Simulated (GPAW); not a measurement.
# Screening of a field by a 8-layer slab of Ta(100)

How does a 8-layer slab of Ta(100) screen a perpendicular field?

Method: GPAW, PAW setups; slab in vacuum, relaxation, in the first sound run; inputs show where later runs differ, in GPAW 26.7.0.

**1. Starting point**

The cell holds 8 atoms: 8 Ta. Its edges and angles: a = 3.310 Å, b = 3.310 Å, c = 25.585 Å, α = 90.0°, β = 90.0°, γ = 90.0°. Vacuum lies along c.

Structure file:

```cif
data_structure
_symmetry_space_group_name_H-M 'P 1'
_symmetry_Int_Tables_number 1
_cell_length_a 3.3100
_cell_length_b 3.3100
_cell_length_c 25.5850
_cell_angle_alpha 90.000
_cell_angle_beta 90.000
_cell_angle_gamma 90.000
_cell_volume 280.31
loop_
_atom_site_label
_atom_site_type_symbol
_atom_site_fract_x
_atom_site_fract_y
_atom_site_fract_z
_atom_site_occupancy
Ta1 Ta 0.50000 0.50000 0.27360 1
Ta2 Ta 0.00000 0.00000 0.33828 1
Ta3 Ta 0.50000 0.50000 0.40297 1
Ta4 Ta 0.00000 0.00000 0.46766 1
Ta5 Ta 0.50000 0.50000 0.53234 1
Ta6 Ta 0.00000 0.00000 0.59703 1
Ta7 Ta 0.50000 0.50000 0.66172 1
Ta8 Ta 0.00000 0.00000 0.72640 1
```

**2. Relaxation**

Forces are removed first; all later runs use this geometry. The lowest 4 atoms are held at bulk positions and keep their forces.

File run.py:

```python
import json
import numpy as np
from ase import Atoms
from ase.constraints import FixAtoms
from ase.optimize import BFGS
from gpaw import GPAW, PW

slab = Atoms(
    ['Ta', 'Ta', 'Ta', 'Ta', 'Ta', 'Ta', 'Ta', 'Ta'],
    positions=[
        [1.65500, 1.65500, 7.00000],
        [0.00000, 0.00000, 8.65500],
        [1.65500, 1.65500, 10.31000],
        [0.00000, 0.00000, 11.96500],
        [1.65500, 1.65500, 13.62000],
        [0.00000, 0.00000, 15.27500],
        [1.65500, 1.65500, 16.93000],
        [0.00000, 0.00000, 18.58500]],
    cell=[[3.31, 0.0, 0.0], [0.0, 3.31, 0.0], [0.0, 0.0, 25.585]],
    pbc=[True, True, False])

slab.calc = GPAW(mode=PW(400), xc='PBE', kpts={'size': (10, 10, 1), 'gamma': True},
                 occupations={'name': 'fermi-dirac', 'width': 0.1}, nbands='160%',
                 convergence={'density': 1e-05}, maxiter=200,
                 poissonsolver={'dipolelayer': 'xy'},
                 symmetry={'tolerance': 1e-3, 'extra_ids': [1, 1, 1, 1, 0, 0, 0, 0]}, txt='slab.txt')
result = {}
slab.set_constraint(FixAtoms([0, 1, 2, 3]))
path = []
opt = BFGS(slab, maxstep=0.2)
opt.attach(lambda: path.append((slab.get_potential_energy(), slab.positions.tolist(), slab.get_forces().tolist())))
result['relaxed'] = bool(opt.run(fmax=0.03, steps=40))
result['path'] = path
energy = slab.get_potential_energy()
fermi = slab.calc.get_fermi_level()
v = slab.calc.get_electrostatic_potential().mean((0, 1)) - fermi
n = slab.calc.get_pseudo_density().mean((0, 1))
L = slab.cell[2, 2]
z = np.arange(len(v)) * L / len(v)
low, high = slab.positions[:, 2].min(), slab.positions[:, 2].max()
below, above = np.interp([low - 4.8, high + 4.8], z, v)
slopes = [np.interp(x, z, np.gradient(v, z)) for x in (low - 4.8, high + 4.8)]
eps = np.array([[slab.calc.get_eigenvalues(k, s) for k in range(len(slab.calc.get_ibz_k_points()))]
                for s in range(slab.calc.get_number_of_spins())]) - fermi
top, bottom = eps[eps < 0].max(), eps[eps > 0].min()
dipole = slab.get_dipole_moment()[2]
print(f'energy {energy:.4f} eV, Fermi level {fermi:.4f} eV, dipole {dipole:.5f} e A')
print(f'potential 4.8 A off the faces, from the Fermi level: lower {below:.4f} eV, upper {above:.4f} eV')
print(f'slope of the potential there: lower {slopes[0]:.5f}, upper {slopes[1]:.5f} eV/A')
print(f'nearest levels on the mesh: {top:.4f} and {bottom:.4f} eV')
print('magnetic moment', round(slab.get_magnetic_moment(), 3))
result.update(energy=energy, fermi=fermi, dipole=dipole, below=below, above=above, slopes=slopes, edges=[top, bottom],
              z=z.tolist(), v=v.tolist(), n=n.tolist(), positions=slab.positions.tolist(),
              forces=slab.get_forces(apply_constraint=False).tolist(), moments=slab.get_magnetic_moments().tolist())
json.dump(result, open('result.json', 'w'))
```

Run with:

```sh
> OMP_NUM_THREADS=1 OPENBLAS_NUM_THREADS=1 python run.py
```

Output:

```text
Step          Energy          fmax
BFGS:    0      -75.326776        1.238134
BFGS:    1      -75.368847        1.069035
BFGS:    2      -75.451571        0.472298
BFGS:    3      -75.456911        0.237447
BFGS:    4      -75.458897        0.178277
BFGS:    5      -75.462738        0.064120
BFGS:    6      -75.462891        0.056794
BFGS:    7      -75.463130        0.039240
BFGS:    8      -75.463207        0.036256
BFGS:    9      -75.463265        0.034534
BFGS:   10      -75.463319        0.041789
BFGS:   11      -75.463467        0.056848
BFGS:   12      -75.463587        0.048131
BFGS:   13      -75.463801        0.015664
energy -75.3276 eV, Fermi level 4.4179 eV, dipole 0.01077 e A
potential 4.8 A off the faces, from the Fermi level: lower 3.9902 eV, upper 3.8089 eV
slope of the potential there: lower -0.00362, upper 0.00342 eV/A
nearest levels on the mesh: -0.0154 and 0.0054 eV
magnetic moment 0.0
```

Wall time 29 min (1 thread of Intel Xeon 6975P-C (Granite Rapids), shared host); peak memory 0.37 GiB.

The steps of the relaxation:

```tsv
step	energy less that of the first step (eV)	largest force (eV/Å)
1	0.0000	1.2381
2	-0.0434	1.0690
3	-0.1319	0.4723
4	-0.1366	0.2374
5	-0.1385	0.1783
6	-0.1426	0.0641
7	-0.1428	0.0568
8	-0.1431	0.0392
9	-0.1432	0.0363
10	-0.1432	0.0345
11	-0.1432	0.0418
12	-0.1434	0.0568
13	-0.1436	0.0481
14	-0.1439	0.0157
```

The atoms that moved most (Å):

```tsv
atom	dx	dy	dz	length
Ta8	0.000	0.000	-0.138	0.138
Ta7	0.000	0.000	0.052	0.052
Ta6	0.000	0.000	0.040	0.040
Ta5	0.000	0.000	-0.010	0.010
```

The relaxed structure:

```
Ta
1.0
     3.31000    0.00000    0.00000
     0.00000    3.31000    0.00000
     0.00000    0.00000   25.58500
Ta
8
Cartesian
  1.6550 1.6550 7.0000
  0.0000 0.0000 8.6550
  1.6550 1.6550 10.3100
  0.0000 0.0000 11.9650
  1.6550 1.6550 13.6095
  0.0000 0.0000 15.3149
  1.6550 1.6550 16.9820
  0.0000 0.0000 18.4470
```

This step gave:

```yaml
dipole_along_the_normal: 0.01077 e·Å
levels_nearest_the_fermi_level_on_the_mesh: -0.01544, 0.005404 eV from the Fermi level
upper_work_function: 3.809 eV
lower_work_function: 3.990 eV
```

The electrostatic potential energy of an electron (without an applied field's), less the Fermi level, planar mean oscillates, so the rows of the table below give means over windows of 1.65 Å about each position, cut where the curve ends. Its maxima inside the range that stand out by 2 % of the span (Å: eV): 7.9: -6.96, 9.5: -6.86, 11.1: -6.86, 12.8: -6.87, 14.5: -6.17, 16.2: -6.79, 17.7: -9.84. Its minima: 7.0: -17.6, 8.6: -17.2, 10.3: -17.1, 11.9: -17.0, 13.6: -17.0, 15.4: -17.2, 17.0: -17.3, 18.4: -17.8.

Table of electrostatic potential energy of an electron (without an applied field's), less the Fermi level, planar mean by z; means over each step:

```tsv
z (Å)	electrostatic potential energy of an electron (without an applied field's), less the Fermi level, planar mean (eV)
0.82	3.98
2.47	3.99
4.12	3.83
5.77	-0.700
7.42	-12.0
9.07	-11.8
10.72	-11.8
12.37	-11.8
14.02	-11.4
15.67	-11.7
17.32	-13.4
18.97	-8.50
20.62	3.18
22.27	3.79
23.92	3.81
```

Table of pseudo valence density, planar mean by z:

```tsv
z (Å)	pseudo valence density, planar mean (e/Å³)
2.5	8.2e-5
3.0	2.3e-4
3.5	6.8e-4
4.0	0.00193
4.5	0.00542
5.0	0.0151
5.5	0.0397
6.0	0.122
6.5	0.484
7.0	1.07
7.5	0.572
8.0	0.479
8.5	1.02
9.0	0.769
9.5	0.424
10.0	0.822
10.5	0.975
11.0	0.450
11.5	0.611
12.0	1.08
12.5	0.555
13.0	0.479
13.5	1.04
14.0	0.703
14.5	0.385
15.0	0.800
15.5	0.964
16.0	0.431
16.5	0.609
17.0	1.11
17.5	0.621
18.0	0.679
18.5	1.07
19.0	0.416
19.5	0.109
20.0	0.0346
20.5	0.0125
21.0	0.00451
21.5	0.00157
22.0	5.5e-4
22.5	1.9e-4
23.0	6.7e-5
```

The relaxation lowered the energy of the cell by 0.144 eV (energies extrapolated to zero smearing; the optimiser's log prints free energies). The largest force left on a free atom is 0.016 eV/Å.

**3. Plane waves, PBE**

The work function is the vacuum plateau of the electrostatic potential less the Fermi level; a dipole layer lets the two faces have plateaus of their own.

This step: GPAW, PAW setups; slab in vacuum (GPAW 26.7.0).

run.py: that of step 2 with these lines changed.

```diff
@@ -3,4 +3,2 @@
 from ase import Atoms
-from ase.constraints import FixAtoms
-from ase.optimize import BFGS
 from gpaw import GPAW, PW
@@ -14,6 +12,6 @@
         [0.00000, 0.00000, 11.96500],
-        [1.65500, 1.65500, 13.62000],
-        [0.00000, 0.00000, 15.27500],
-        [1.65500, 1.65500, 16.93000],
-        [0.00000, 0.00000, 18.58500]],
+        [1.65500, 1.65500, 13.60950],
+        [0.00000, -0.00000, 15.31491],
+        [1.65500, 1.65500, 16.98201],
+        [0.00000, -0.00000, 18.44698]],
     cell=[[3.31, 0.0, 0.0], [0.0, 3.31, 0.0], [0.0, 0.0, 25.585]],
@@ -25,10 +23,4 @@
                  poissonsolver={'dipolelayer': 'xy'},
-                 symmetry={'tolerance': 1e-3, 'extra_ids': [1, 1, 1, 1, 0, 0, 0, 0]}, txt='slab.txt')
+                 symmetry={'tolerance': 1e-3}, txt='slab.txt')
 result = {}
-slab.set_constraint(FixAtoms([0, 1, 2, 3]))
-path = []
-opt = BFGS(slab, maxstep=0.2)
-opt.attach(lambda: path.append((slab.get_potential_energy(), slab.positions.tolist(), slab.get_forces().tolist())))
-result['relaxed'] = bool(opt.run(fmax=0.03, steps=40))
-result['path'] = path
 energy = slab.get_potential_energy()
```

Output:

```text
energy -75.3276 eV, Fermi level 4.4180 eV, dipole 0.01084 e A
potential 4.8 A off the faces, from the Fermi level: lower 3.9898 eV, upper 3.8087 eV
slope of the potential there: lower -0.00363, upper 0.00343 eV/A
nearest levels on the mesh: -0.0155 and 0.0054 eV
magnetic moment 0.0
```

Elapsed: 3.3 min, on 1 thread; peak memory 0.37 GiB.

Numbers from this step:

- dipole along the normal: 0.01084 e·Å
- levels nearest the Fermi level on the mesh: -0.01549, 0.005435 eV from the Fermi level

The electrostatic potential energy of an electron (without an applied field's), less the Fermi level, planar mean by z:

```tsv
z (Å)	electrostatic potential energy of an electron (without an applied field's), less the Fermi level, planar mean (eV)
0.0	3.90
0.5	3.99
1.0	3.99
1.5	3.99
2.0	3.99
2.5	3.99
3.0	3.98
3.5	3.96
4.0	3.91
4.5	3.77
5.0	3.36
5.5	2.22
6.0	-0.868
6.5	-9.09
7.0	-17.5
7.5	-10.4
8.0	-7.72
8.5	-16.1
9.0	-13.0
9.5	-6.90
10.0	-13.6
10.5	-15.6
11.0	-7.43
11.5	-10.5
12.0	-16.9
12.5	-9.35
13.0	-8.28
13.5	-16.5
14.0	-11.8
14.5	-6.18
15.0	-13.4
15.5	-15.8
16.0	-7.44
16.5	-10.2
17.0	-17.3
17.5	-11.2
18.0	-12.6
18.5	-17.4
19.0	-7.75
19.5	-0.296
20.0	2.34
20.5	3.29
21.0	3.63
21.5	3.75
22.0	3.79
22.5	3.80
23.0	3.81
23.5	3.81
24.0	3.81
24.5	3.81
25.0	3.81
```

The pseudo valence density, planar mean oscillates, so the rows of the table below give means over windows of 1.71 Å about each position, cut where the curve ends. Its maxima inside the range that stand out by 2 % of the span (Å: e/Å³): 7.0: 1.09, 8.7: 1.09, 10.2: 1.10, 11.9: 1.12, 13.6: 1.11, 15.4: 1.11, 17.1: 1.12, 18.3: 1.07. Its minima: 7.9: 0.424, 9.4: 0.422, 11.1: 0.410, 12.8: 0.413, 14.5: 0.385, 16.2: 0.407, 17.7: 0.523.

Pseudo valence density, planar mean against z; means over each step:

```tsv
z (Å)	pseudo valence density, planar mean (e/Å³)
0.85	4.1e-6
2.56	1.6e-4
4.28	0.00547
5.98	0.248
7.70	0.722
9.41	0.727
11.12	0.728
12.82	0.733
14.54	0.698
16.25	0.725
17.96	0.804
19.66	0.156
21.38	0.00336
23.09	9.4e-5
```

Force by atom:

```tsv
atom	x (eV/Å)	y (eV/Å)	z (eV/Å)	size
Ta1	0.00	0.00	1.27	1.27
Ta2	0.00	0.00	-1.27	1.27
Ta3	0.00	0.00	-0.36	0.36
Ta4	0.00	0.00	0.36	0.36
Ta5	0.00	0.00	-0.01	0.01
Ta6	0.00	0.00	0.01	0.01
Ta7	0.00	0.00	0.01	0.01
Ta8	0.00	0.00	-0.02	0.02
```

The potential is flat to 0.004 eV/Å where it is read, so the vacuum is wide enough.

**4. Field on**

A uniform field along the normal polarises the slab; the atoms stay fixed, so this is the electronic response alone.

run.py: that of step 3 with these lines changed.

```diff
@@ -4,2 +4,3 @@
 from gpaw import GPAW, PW
+from gpaw.external import ConstantElectricField
 
@@ -23,2 +24,3 @@
                  poissonsolver={'dipolelayer': 'xy'},
+                 external=ConstantElectricField(-0.2, [0, 0, 1]),
                  symmetry={'tolerance': 1e-3}, txt='slab.txt')
```

Output:

```text
energy -75.3445 eV, Fermi level 4.4205 eV, dipole -0.18337 e A
potential 4.8 A off the faces, from the Fermi level: lower 2.3795 eV, upper 5.4064 eV
slope of the potential there: lower -0.00243, upper 0.00542 eV/A
nearest levels on the mesh: -0.0241 and 0.0055 eV
magnetic moment 0.0
```

The job ended after 7.3 min (1 thread; peak memory 0.65 GiB).

Numbers from this step:

```yaml
dipole_along_the_normal: -0.1834 e·Å
levels_nearest_the_fermi_level_on_the_mesh: -0.02415, 0.005451 eV from the Fermi level
potential_below_the_slab_the_applied_field_s_own_ramp_left_out: 2.380 eV from the Fermi level
potential_above_the_slab_the_applied_field_s_own_ramp_left_out: 5.406 eV from the Fermi level
```

The electrostatic potential energy of an electron (without an applied field's), less the Fermi level, planar mean oscillates, so the rows of the table below give means over windows of 1.71 Å about each position, cut where the curve ends. Its maxima inside the range that stand out by 2 % of the span (Å: eV): 7.9: -7.94, 9.5: -7.52, 11.2: -7.18, 12.8: -6.87, 14.5: -5.83, 16.2: -6.11, 17.7: -8.86, 25.1: 5.41. Its minima: 7.0: -18.7, 8.6: -18.1, 10.3: -17.6, 11.9: -17.2, 13.6: -16.8, 15.4: -16.7, 17.0: -16.5, 18.4: -16.7.

Table of electrostatic potential energy of an electron (without an applied field's), less the Fermi level, planar mean by z; means over each step:

```tsv
z (Å)	electrostatic potential energy of an electron (without an applied field's), less the Fermi level, planar mean (eV)
0.85	2.55
2.56	2.38
4.28	2.18
5.98	-4.37
7.70	-13.2
9.41	-12.7
11.12	-12.2
12.82	-12.0
14.54	-11.0
16.25	-11.2
17.96	-12.8
19.66	0.506
21.38	5.25
23.09	5.40
24.79	5.31
```

Force by atom:

```tsv
atom	x (eV/Å)	y (eV/Å)	z (eV/Å)	size
Ta1	0.00	0.00	1.28	1.28
Ta2	0.00	0.00	-1.28	1.28
Ta3	0.00	0.00	-0.36	0.36
Ta4	0.00	0.00	0.36	0.36
Ta5	0.00	0.00	-0.01	0.01
Ta6	0.00	0.00	0.01	0.01
Ta7	0.00	0.00	0.00	0.00
Ta8	0.00	0.00	0.00	0.00
```

The dipole is now -0.183 e Å, against 0.011 in the run without a field.

**5. Field on**

run.py: that of step 4 with these lines changed.

```diff
@@ -24,3 +24,3 @@
                  poissonsolver={'dipolelayer': 'xy'},
-                 external=ConstantElectricField(-0.2, [0, 0, 1]),
+                 external=ConstantElectricField(-0.1, [0, 0, 1]),
                  symmetry={'tolerance': 1e-3}, txt='slab.txt')
```

Output:

```text
energy -75.3312 eV, Fermi level 4.4199 eV, dipole -0.08618 e A
potential 4.8 A off the faces, from the Fermi level: lower 3.1830 eV, upper 4.6056 eV
slope of the potential there: lower -0.00296, upper 0.00429 eV/A
nearest levels on the mesh: -0.0343 and 0.0055 eV
magnetic moment 0.0
```

The job ended after 6.9 min (1 thread; peak memory 0.66 GiB).

Numbers from this step:

```yaml
dipole_along_the_normal: -0.08618 e·Å
levels_nearest_the_fermi_level_on_the_mesh: -0.03430, 0.005453 eV from the Fermi level
potential_below_the_slab_the_applied_field_s_own_ramp_left_out: 3.183 eV from the Fermi level
potential_above_the_slab_the_applied_field_s_own_ramp_left_out: 4.606 eV from the Fermi level
```

The electrostatic potential energy of an electron (without an applied field's), less the Fermi level, planar mean oscillates, so the rows of the table below give means over windows of 1.65 Å about each position, cut where the curve ends. Its maxima inside the range that stand out by 2 % of the span (Å: eV): 7.9: -7.45, 9.5: -7.19, 11.2: -7.02, 12.8: -6.87, 14.5: -6.00, 16.2: -6.45, 17.7: -9.35, 25.2: 4.61. Its minima: 7.0: -18.2, 8.6: -17.6, 10.3: -17.4, 11.9: -17.1, 13.6: -16.9, 15.4: -16.9, 17.0: -16.9, 18.4: -17.2.

The electrostatic potential energy of an electron (without an applied field's), less the Fermi level, planar mean by z; means over each step:

z (Å), electrostatic potential energy of an electron (without an applied field's), less the Fermi level, planar mean (eV) and a bar from the least value:
```
     0.82        3.3 ############################
     2.47        3.2 ############################
     4.12        3.0 ###########################
     5.77       -1.4 ####################
     7.42      -12.5 #
     9.07      -12.2 #
    10.72      -12.0 ##
    12.37      -11.8 ##
    14.02      -11.2 ###
    15.67      -11.4 ###
    17.32      -12.9 
    18.97       -7.9 #########
    20.62        3.9 #############################
    22.27        4.6 ##############################
    23.92        4.6 ##############################
```

Force by atom:

```tsv
atom	x (eV/Å)	y (eV/Å)	z (eV/Å)	size
Ta1	0.00	0.00	1.27	1.27
Ta2	0.00	0.00	-1.27	1.27
Ta3	0.00	0.00	-0.36	0.36
Ta4	0.00	0.00	0.36	0.36
Ta5	0.00	0.00	-0.01	0.01
Ta6	0.00	0.00	0.01	0.01
Ta7	0.00	0.00	0.01	0.01
Ta8	0.00	0.00	-0.01	0.01
```

The dipole is now -0.0862 e Å, against 0.011 in the run without a field.

**6. Field on**

run.py: that of step 5 with these lines changed.

```diff
@@ -24,3 +24,3 @@
                  poissonsolver={'dipolelayer': 'xy'},
-                 external=ConstantElectricField(-0.1, [0, 0, 1]),
+                 external=ConstantElectricField(-0.05, [0, 0, 1]),
                  symmetry={'tolerance': 1e-3}, txt='slab.txt')
```

Output:

```text
energy -75.3281 eV, Fermi level 4.4191 eV, dipole -0.03759 e A
potential 4.8 A off the faces, from the Fermi level: lower 3.5862 eV, upper 4.2066 eV
slope of the potential there: lower -0.00327, upper 0.00383 eV/A
nearest levels on the mesh: -0.0265 and 0.0054 eV
magnetic moment 0.0
```

Wall time 7.6 min (1 thread); peak memory 0.66 GiB.

**7. Field on**

run.py: that of step 6 with these lines changed.

```diff
@@ -24,3 +24,3 @@
                  poissonsolver={'dipolelayer': 'xy'},
-                 external=ConstantElectricField(-0.05, [0, 0, 1]),
+                 external=ConstantElectricField(0.05, [0, 0, 1]),
                  symmetry={'tolerance': 1e-3}, txt='slab.txt')
```

Output:

```text
energy -75.3294 eV, Fermi level 4.4164 eV, dipole 0.05954 e A
potential 4.8 A off the faces, from the Fermi level: lower 4.3952 eV, upper 3.4123 eV
slope of the potential there: lower -0.00403, upper 0.00307 eV/A
nearest levels on the mesh: -0.0034 and 0.0053 eV
magnetic moment 0.0
```

The job ended after 7.9 min (1 thread; peak memory 0.65 GiB).

**8. In a field**

run.py: that of step 7 with these lines changed.

```diff
@@ -24,3 +24,3 @@
                  poissonsolver={'dipolelayer': 'xy'},
-                 external=ConstantElectricField(0.05, [0, 0, 1]),
+                 external=ConstantElectricField(0.1, [0, 0, 1]),
                  symmetry={'tolerance': 1e-3}, txt='slab.txt')
```

Output:

```text
energy -75.3337 eV, Fermi level 4.4147 eV, dipole 0.10804 e A
potential 4.8 A off the faces, from the Fermi level: lower 4.8002 eV, upper 3.0166 eV
slope of the potential there: lower -0.00449, upper 0.00276 eV/A
nearest levels on the mesh: -0.0480 and 0.0053 eV
magnetic moment 0.0
```

It took 7.2 min on 1 thread; peak memory 0.66 GiB.

The dipole is now 0.108 e Å, against 0.011 in the run without a field.

(Part 1 of 2 ends here.)

[Logs are printed without paths, hosts, clocks, repeated set-up lines and the standing remarks that a program may print on its own settings, such as how far it seeks lower states.]

[Hosts, paths, dates, database ids (printed as entryN), source tags and the programs' standing remarks are cut or masked in the printed files.]
